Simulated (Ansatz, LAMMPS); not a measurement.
## A frame of liquid Zn36S22Te14 from 1800 K, run at 600 K (72 atoms): a short ab initio trajectory

Aim: follow a frame of liquid Zn36S22Te14 from 1800 K, run at 600 K (72 atoms) for a short time with forces from DFT, then look at structure and electrons in the last frame.

Calculated with Ansatz 0.2.0; Kohn-Sham DFT, LDA, PAW (set soft_2), plane waves.

### 1. The starting structure

The cell holds 72 atoms: 36 Zn, 22 S and 14 Te. Its edges and angles: a = 12.131 Å, b = 12.131 Å, c = 12.131 Å, α = 90.0°, β = 90.0°, γ = 90.0°. 72 atoms (36 Zn, 22 S, 14 Te) placed at random at 4.51 g/cm³, melted at 2500 K for 10 ps at fixed volume with the Stillinger-Weber II-VI potential (Zhou et al., Phys. Rev. B 88, 085309 (2013)). Snapshot at the end of a hold of 5 ps at 1800 K and fixed volume.

Limits known from the start: The network of bonds at the start is that of the classical potential that made the cell. The cell was made at 1800 K but the dynamics is set to 600 K: the trajectory isn't one at 1800 K. Only the Γ point is sampled, in a cell whose shortest periodic width is 12 Å. Spin–orbit coupling is left out, which matters for the levels of the heavy elements.

### 2. Dynamics started at 600 K

A Langevin thermostat couples each atom to a heat bath, at the price of damped dynamics. The time step is 2.0 fs.

input.yaml

```yaml
crystal:
  lattice:
    - [12.131, 0.0, 0.0]
    - [0.0, 12.131, 0.0]
    - [0.0, 0.0, 12.131]
  atoms:
    - { symbol: Zn, position: [0.52027, 0.67728, 0.68105] }
    - { symbol: Zn, position: [0.53314, 0.767, 0.26275] }
    - { symbol: Zn, position: [0.32587, 0.1863, 0.32026] }
    - { symbol: Zn, position: [0.35779, 0.82781, 0.55508] }
    [... 62 atom lines left out ...]
    - { symbol: Te, position: [0.32484, 0.71238, 0.17697] }
    - { symbol: Te, position: [0.83261, 0.92576, 0.89784] }
    - { symbol: Te, position: [0.63507, 0.68779, 0.93737] }
    - { symbol: Te, position: [0.16884, 0.46048, 0.21624] }
    - { symbol: Te, position: [0.10404, 0.78198, 0.9543] }
    - { symbol: Te, position: [0.4573, 0.9038, 0.01766] }
kpoints:
  mp_grid: { grid: [1, 1, 1] }
hamiltonian:
  xc: lda
scf:
  occupations: { method: gaussian, width: 0.05 }
output:
  forces: true
md:
  timestep: 2.0
  n_steps: 57
  ensemble: nvt_langevin
  temperature: 600
  initial_velocities: maxwell_boltzmann
  seed: 6147
```

The run is started by

```bash
> ansatz run input.yaml --threads 4 --pin off --max-ram 8192MiB --backend cpu --events-out ev --progress --plain --runs-dir out
```

Run time: 19 min. Hardware: 4 threads of Arm Neoverse V2, shared host; peak memory 2.7 GiB.

The program notes that it switched symmetry off.

Rows from the run:

```
time (fs)  T (K)  potential (meV/atom)
      0.0    592                   0.0
      8.0    633                  -5.5
     16.0    683                 -20.9
     22.0    816                 -35.3
     30.0    980                 -51.1
     38.0   1000                 -60.8
     46.0   1016                 -69.2
     54.0   1096                 -80.0
     60.0   1093                 -84.8
     68.0   1043                 -85.7
     76.0   1051                 -87.7
     84.0   1044                 -94.5
     92.0   1025                -100.1
     98.0   1028                 -99.7
    106.0    919                 -97.1
    114.0    931                -100.3
```

Mean square displacement from the first frame to the last: Zn 0.22 Å², S 0.38 Å², Te 0.17 Å².

Table of mean square displacement by time lag:

```
time lag (fs)   S (Å²)  Te (Å²)  Zn (Å²)
          2.0   3.3e-4   7.4e-5   1.3e-4
          4.0  0.00133   3.0e-4   5.2e-4
          6.0  0.00299   6.7e-4  0.00115
          8.0  0.00530  0.00119  0.00204
         10.0  0.00825  0.00187  0.00318
         12.0   0.0118  0.00269  0.00455
         16.0   0.0208  0.00478  0.00800
         18.0   0.0261  0.00606   0.0100
         20.0   0.0319  0.00748   0.0123
         22.0   0.0382  0.00906   0.0148
         24.0   0.0450   0.0108   0.0174
         26.0   0.0521   0.0127   0.0203
         30.0   0.0674   0.0169   0.0265
         32.0   0.0754   0.0192   0.0298
         34.0   0.0837   0.0216   0.0333
         36.0   0.0921   0.0242   0.0369
         38.0    0.101   0.0269   0.0406
         40.0    0.109   0.0298   0.0445
         44.0    0.126   0.0359   0.0525
         46.0    0.135   0.0391   0.0566
         48.0    0.143   0.0424   0.0609
         50.0    0.152   0.0459   0.0652
         52.0    0.160   0.0494   0.0697
         54.0    0.169   0.0531   0.0741
         58.0    0.185   0.0607   0.0833
```

Over the second half of 114 fs the temperature averages 1020 K, falling from about 1075 to 935 K (means over the first and last quarter of that half). From first frame to last S has the largest mean square displacement, 0.38 Å² at the end; the farthest move is 1.00 Å. The mean temperature of 1020 K lies well off the 600 K of the input, so the thermostat hasn't yet brought the run to equilibrium. The count of bonds goes from 135 in the first frame to 127 in the last, by one set of cutoffs: 16 pairs passed out of them and 8 came within. The run spans 0.11 ps, too short for its means to be equilibrium values.

### 3. Local order late in the run

The g(r) is a mean over the second half; what follows it is taken at the last frame.

Density 4.51 g/cm³, 24.79 Å³ an atom.

Mean of 16 frames. g(r), total and by pair (bins of 0.2 Å):

```
r (Å)  total  Zn-Zn  Zn-S  Zn-Te   S-S  S-Te  Te-Te
 1.90   0.02   0.00  0.00   0.00  0.19  0.00   0.00
 2.10   0.77   0.00  2.50   0.00  0.13  0.00   0.00
 2.30   1.47   0.00  4.66   0.20  0.10  0.00   0.00
 2.50   1.33   0.11  2.63   2.52  0.12  0.00   0.00
 2.70   1.05   0.13  1.48   2.89  0.05  0.00   0.00
 2.90   0.93   0.52  0.89   2.46  0.21  0.28   0.00
 3.10   0.65   0.98  0.43   1.05  0.67  0.00   0.00
 3.30   0.87   1.25  0.58   0.97  1.36  0.23   0.86
 3.50   1.10   1.72  0.51   0.77  2.00  0.84   1.96
 3.70   1.24   1.65  0.62   0.61  2.58  2.08   0.81
 3.90   1.15   1.50  0.55   0.80  1.98  1.83   1.28
 4.10   1.23   1.20  0.82   0.92  1.71  2.06   2.42
 4.30   1.05   1.00  0.68   0.65  1.64  1.93   2.29
 4.50   0.97   1.25  0.93   0.60  0.62  1.33   0.98
 4.70   0.94   0.85  1.00   0.60  0.64  1.38   2.04
 4.90   0.90   0.85  1.09   1.03  0.49  0.67   0.66
 5.10   0.95   0.96  1.08   0.91  0.59  0.76   1.38
 5.30   0.94   0.68  1.45   0.87  0.50  0.73   0.55
 5.50   0.96   0.80  1.16   1.34  0.45  0.73   0.56
 5.70   0.92   0.92  0.96   1.28  0.67  0.68   0.06
 5.90   1.00   1.00  1.01   1.26  1.03  0.75   0.36
```

Bonds by pair of elements; cutoffs follow the first minimum of g(r), held within bounds set by covalent radii, and pairs that aren't listed don't count as bonded:

```
pair A-B  cutoff (Å)  bonds  mean length (Å)  spread (Å)  shortest (Å)  B about A  A about B
    Zn-S        3.02     79             2.45       0.236          2.05       2.19       3.59
   Zn-Te        3.18     47             2.71       0.206          2.37       1.31       3.36
     S-S        2.37      1             1.99           0          1.99      0.091      0.091
```

How many atoms have how many bonded neighbours:

```
element  mean  2   3   4  5
      S  3.68  1   8  10  3
     Te  3.36  1   9   2  2
     Zn   3.5  1  18  15  2
```

Bond angles (no mean is given where the spread exceeds 20°):

```
   angle  count  mean (°)  spread (°)
 Zn-S-Zn    110         -           -
 S-Zn-Te     76       111        19.3
  S-Zn-S     66         -           -
Zn-Te-Zn     60         -           -
Te-Zn-Te     23       105        15.4
```

Bond length by coordination (bonds to H left out):

```
element  coordination  atoms  mean bond length (Å)
      S             2      1                  2.32
      S             3      8                  2.38
      S             4     10                  2.44
      S             5      3                  2.56
     Te             2      1                  2.59
     Te             3      9                  2.67
     Te             4      2                  2.78
     Te             5      2                  2.80
     Zn             2      1                  2.57
     Zn             3     18                  2.51
     Zn             4     15                  2.58
     Zn             5      2                  2.55
```

Rings of the network by King's shortest-path rule, up to 12 atoms, one path for each pair of neighbours; H, halogens, alkali and alkaline-earth atoms are left out, and the last column divides by all other atoms, bonded or not:

```
ring size (atoms)  rings  per network atom
                4     16             0.222
                5      1             0.014
                6     44             0.611
                7      3             0.042
                8     45             0.625
                9      3             0.042
               10     17             0.236
               11      1             0.014
```

First main peaks of g(r), for some of the pairs, lie near 2.3 Å (Zn-S), 2.6 Å (Zn-Te) and 3.6 Å (S-S). By these cutoffs 45 % of S atoms have 4, 64 % of Te atoms have 3 and 50 % of Zn atoms have 3 bonded neighbours. Rings of 8 atoms are the most common (35 % of those counted); sizes run from 4 to 11.

### 4. Single point at the last frame

The last frame is solved once more, with the analyses that the dynamics left out.

input.yaml

```yaml
crystal:
  lattice:
    - [12.131, 0.0, 0.0]
    - [0.0, 12.131, 0.0]
    - [0.0, 0.0, 12.131]
  atoms:
    - { symbol: Zn, position: [0.50675, 0.68667, 0.7102] }
    - { symbol: Zn, position: [0.53712, 0.7426, 0.27308] }
    - { symbol: Zn, position: [0.28416, 0.18814, 0.33821] }
    - { symbol: Zn, position: [0.38249, 0.83849, 0.53023] }
    [... 62 atom lines left out ...]
    - { symbol: Te, position: [0.33756, 0.72969, 0.20978] }
    - { symbol: Te, position: [0.84547, 0.90468, 0.91514] }
    - { symbol: Te, position: [0.62213, 0.65651, 0.96051] }
    - { symbol: Te, position: [0.17827, 0.48378, 0.24244] }
    - { symbol: Te, position: [0.14259, 0.77945, 0.93018] }
    - { symbol: Te, position: [0.48062, 0.89573, 0.01455] }
kpoints:
  mp_grid: { grid: [1, 1, 1] }
hamiltonian:
  xc: lda
scf:
  occupations: { method: gaussian, width: 0.05 }
output:
  forces: true
  stress: true
  populations: intrinsic
  dos:
    method: { smearing: { sigma: 0.15 } }
    de: 0.1
    projected: { site_lists: { S: [S], Te: [Te], Zn: [Zn] } }
  eigenvalues: true
  write_density: true
  write_potential: true
  volumetric_format: npy
  elf: true
```

Run time: 43 s. Hardware: 4 threads; peak memory 2.4 GiB.

Read from the output:

| Quantity | Value |
| --- | --- |
| free energy | -231581.1894 eV |
| free energy per atom | -3216.4054 eV/atom |
| SCF cycles | 12 |
| pressure | -2.602 GPa |
| r.m.s. force component | 0.7151 eV/Å |
| longest force | 2.617 eV/Å |
| Fermi energy | 6.109 eV |
| gap (highest filled to lowest empty level) | 0.2909 eV |

Neighbours are counted within 3.02 Å (Zn-S), 3.18 Å (Zn-Te), 2.37 Å (S-S), the cutoffs taken from the dynamics.

Length of the force by element and coordination:

```
element  coordination  atoms  mean length of the force (eV/Å)  spread  least   most
      S           all     22                             1.40   0.659  0.409   2.62
      S             2      1                             1.06       0   1.06   1.06
      S             3      8                             1.40   0.633  0.661   2.49
      S             4     10                             1.43   0.668  0.409   2.62
      S             5      3                             1.42   0.767  0.664   2.47
     Te           all     14                            0.812   0.390  0.157   1.67
     Te             2      1                             1.25       0   1.25   1.25
     Te             3      9                            0.853   0.392  0.311   1.67
     Te             4      2                            0.365   0.208  0.157  0.573
     Te             5      2                            0.857   0.164  0.693   1.02
     Zn           all     36                            0.970   0.587  0.122   2.61
     Zn             2      1                            0.203       0  0.203  0.203
     Zn             3     18                            0.998   0.603  0.335   2.61
     Zn             4     15                             1.00   0.588  0.122   2.24
     Zn             5      2                            0.861   0.112  0.749  0.973
```

Intrinsic-atomic-orbital charges by element and coordination:

```
element  coordination  atoms  mean charge (e)  spread   least    most
      S           all     22            -1.13   0.178   -1.27  -0.560
      S             2      1            -1.16       0   -1.16   -1.16
      S             3      8            -1.07   0.214   -1.25  -0.560
      S             4     10            -1.14   0.163   -1.26   -0.67
      S             5      3            -1.24  0.0303   -1.27   -1.20
     Te           all     14           -0.954   0.134   -1.09  -0.545
     Te             2      1           -0.545       0  -0.545  -0.545
     Te             3      9           -0.974  0.0819   -1.09  -0.850
     Te             4      2           -0.991  0.0409   -1.03  -0.950
     Te             5      2            -1.03  0.0302   -1.06   -1.00
     Zn           all     36             1.06   0.118   0.633    1.24
     Zn             2      1            0.915       0   0.915   0.915
     Zn             3     18             1.03   0.138   0.633    1.18
     Zn             4     15             1.10   0.074   0.929    1.24
     Zn             5      2             1.15  0.0012    1.15    1.16
```

States in the cell by windows of 1 eV, zero at the Fermi level; the larger projections on atomic orbitals stand beside the total:

```
from (eV)  to (eV)  total   Zn d   S p  Te p  Zn s
      -10       -9    0.0    0.0   0.0   0.0   0.0
       -9       -8   14.2   12.1   1.5   0.1   0.2
       -8       -7  327.2  312.9   7.4   2.6   2.0
       -7       -6   23.3   18.6   2.1   0.6   1.2
       -6       -5   36.0    4.6  13.4   6.2   9.7
       -5       -4   30.8    2.2  14.2   6.6   5.6
       -4       -3   37.4    1.8  20.2  10.3   2.7
       -3       -2   48.1    2.0  25.0  16.0   2.2
       -2       -1   42.7    1.4  20.6  16.9   1.4
       -1        0   16.4    0.3   5.0   7.6   2.1
        0        1   17.2    0.1   3.2   4.1   6.6
        1        2   26.5    0.2   4.3   3.6   9.8
        2        3   31.7    0.1   3.9   2.8   8.0
        3        4   36.7    0.1   2.7   1.7   4.8
```

Between -26 and -10 eV lie 72 more states.

The stored curve holds about 648 of the 788 electrons; the rest, give or take the few that broadening carries across the Fermi level, lie in deeper levels below its range.

The levels nearest the highest filled one (over half full), pooled over k-points and spins:

```
level less the highest filled one (eV)  occupation
                                -0.592           2
                                -0.575           2
                                -0.443           2
                                -0.335           2
                                -0.103           2
                                     0           2
                                 0.291           0
                                 0.455           0
                                 0.552           0
                                 0.624           0
                                 0.721           0
                                 0.877           0
```

Mean intrinsic-atomic-orbital charges: S -1.13, Te -0.95, Zn +1.06 e.

### 5. Summary of results

| Quantity | Value |
| --- | --- |
| mean temperature, second half | 1020 K |
| temperature swing, second half | 56.35 K |
| free energy per atom | -3216.4054 eV/atom |
| pressure | -2.602 GPa |
| r.m.s. force component | 0.7151 eV/Å |
| gap (highest filled to lowest empty level) | 0.2909 eV |
| wall time of the 2 DFT runs | 19 min |

In words: Over the second half of 114 fs the temperature averages 1020 K, falling from about 1075 to 935 K (means over the first and last quarter of that half). The mean temperature of 1020 K lies well off the 600 K of the input, so the thermostat hasn't yet brought the run to equilibrium. The count of bonds goes from 135 in the first frame to 127 in the last, by one set of cutoffs: 16 pairs passed out of them and 8 came within. The run spans 0.11 ps, too short for its means to be equilibrium values. With the cutoffs above, 45 % of S atoms have 4, 64 % of Te atoms have 3 and 50 % of Zn atoms have 3 bonded neighbours. Between filled and empty levels lie 0.291 eV (at Γ alone); a local or semilocal functional tends to put such gaps too low. In a disordered cell it changes from sample to sample and from frame to frame.

Caveats: The starting topology of bonds comes from the classical model; in DFT 16 of its 135 bonded pairs passed out of the cutoffs and 8 came within them. The pressure of -2.6 GPa is that of one thermal frame at a volume set beforehand, without the kinetic term.

[Logs are printed without paths, hosts, clocks, repeated set-up lines and the standing remarks that a program may print on its own settings, such as how far it seeks lower states.]

[Hosts, paths, dates, database ids (printed as entryN), source tags and the programs' standing remarks are cut or masked in the printed files.]
